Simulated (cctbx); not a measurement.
## Interatomic vectors of BaSmMn2S6

Space group Cc (no. 9), a = 11.5840 Å, b = 6.7710 Å, c = 11.5040 Å, α = 90.00°, β = 108.84°, γ = 90.00°, content Sm4 Ba4 Mn8 S24.

The data are simulated with cctbx, not measured: Mo Kα, λ = 0.71073 Å, to d = 0.6 Å, 80 % of the full sphere, strongest reflection 20000 counts, noise from counting, a 3 % proportional error and a noise floor of 15 counts (s.d.); no absorption, some extinction.

Patterson synthesis, origin scaled to 1000:

```text
Patterson group C 1 2/m 1
      u       v       w   height  length (A)
  0.000   0.000   0.000   1000.0     0.00
  0.250   0.000   0.750    681.0     4.70
  0.000   0.500   0.500    511.7     6.67
  0.125   0.500   0.876    421.6     4.11
  0.125   0.000   0.374    415.0     4.08
  0.000   0.000   0.500    156.6     5.75
 -0.002   0.231   0.246    151.8     3.24
  0.233   0.500   0.735    140.7     5.77
  0.250   0.250   0.500    140.2     5.79
  0.250   0.250   0.000    121.6     3.35
  0.000   0.500   0.000    117.6     3.39
  0.008   0.332   0.722     47.8     3.93
  0.146   0.000   0.892     46.4     2.40
  0.125   0.248   0.126     40.5     2.38
```

**Question.** Which atom pairs make the peaks, and where is the heaviest atom?

A peak at u stands for all pairs with xi − xj = u, with weight Σ ZiZj against Σ Z² = 39064 at the origin. Peak heights follow these weights only roughly, since form factors, motion and series ripples differ, all vectors within 0.55 Å of a peak are counted as merged into it though the farther ones add only part of their weight, and F(000) is left out, which lowers the whole map:

| u | v | w | shortest length (Å) | height | 1000 ΣZiZj/ΣZ² | pairs in the cell |
| --- | --- | --- | --- | --- | --- | --- |
| 0.250 | 0.000 | 0.750 | 4.69 | 681 | 891 | 8 × Sm–Ba, 8 × Mn–Mn, 8 × S–S |
| 0.000 | 0.500 | 0.500 | 6.67 | 512 | 948 | 4 × Sm–Sm, 4 × Ba–Ba, 8 × Mn–Mn, 16 × S–S |
| 0.125 | 0.500 | 0.876 | 4.11 | 422 | 604 | 8 × Sm–Mn, 8 × Ba–Mn |
| 0.125 | 0.000 | 0.374 | 4.07 | 415 | 604 | 8 × Sm–Mn, 8 × Ba–Mn |
| 0.000 | 0.000 | 0.500 | 5.75 | 157 | 465 | 8 × Sm–S, 8 × Ba–S, 12 × S–S |
| -0.002 | 0.231 | 0.246 | 3.24 | 152 | 375 | 8 × Ba–S, 6 × Sm–S, 6 × S–S |
| 0.233 | 0.500 | 0.735 | 3.57 | 141 | 337 | 8 × Ba–S, 4 × Sm–S, 8 × S–S |
| 0.250 | 0.250 | 0.500 | 5.79 | 140 | 347 | 8 × Sm–S, 4 × Ba–S, 8 × S–S |
| 0.250 | 0.250 | 0.000 | 3.35 | 122 | 465 | 8 × Sm–S, 8 × Ba–S, 12 × S–S |
| 0.000 | 0.500 | 0.000 | 3.39 | 118 | 492 | 8 × Sm–S, 8 × Ba–S, 16 × S–S |

The table stops at ten peaks or at a height of 45, below which ripples compete. In the model behind the data Sm, the heaviest element, has 1 independent site: (0.6282, 0.2231, 0.6286), up to an allowed shift of origin; the Sm–Sm vectors are differences of these positions and their symmetry mates. Elements of similar Z can't be told apart from the map alone. The whole model:

```csv
atom,mult.,x,y,z,Ueq (Å²)
Sm1,4,0.6282,0.2231,0.6286,0.0062
Ba1,4,0.3780,0.2377,0.8787,0.0076
Mn1,4,0.4993,0.7439,0.7461,0.0092
Mn2,4,0.7564,0.7640,0.4975,0.0056
S1,4,0.6159,0.2336,0.1111,0.0090
S2,4,0.4124,0.2766,0.4035,0.0101
S3,4,0.6217,0.0191,0.3646,0.0082
S4,4,0.1369,0.9442,0.8506,0.0121
S5,4,0.8542,0.9680,0.1293,0.0159
S6,4,0.3548,0.0154,0.6182,0.0157
```

The model is made up (kin elements in a known structure type, no relaxation), so it says nothing on whether the phase exists.

[Logs are printed without paths, hosts, clocks, repeated set-up lines and the standing remarks that a program may print on its own settings, such as how far it seeks lower states.]
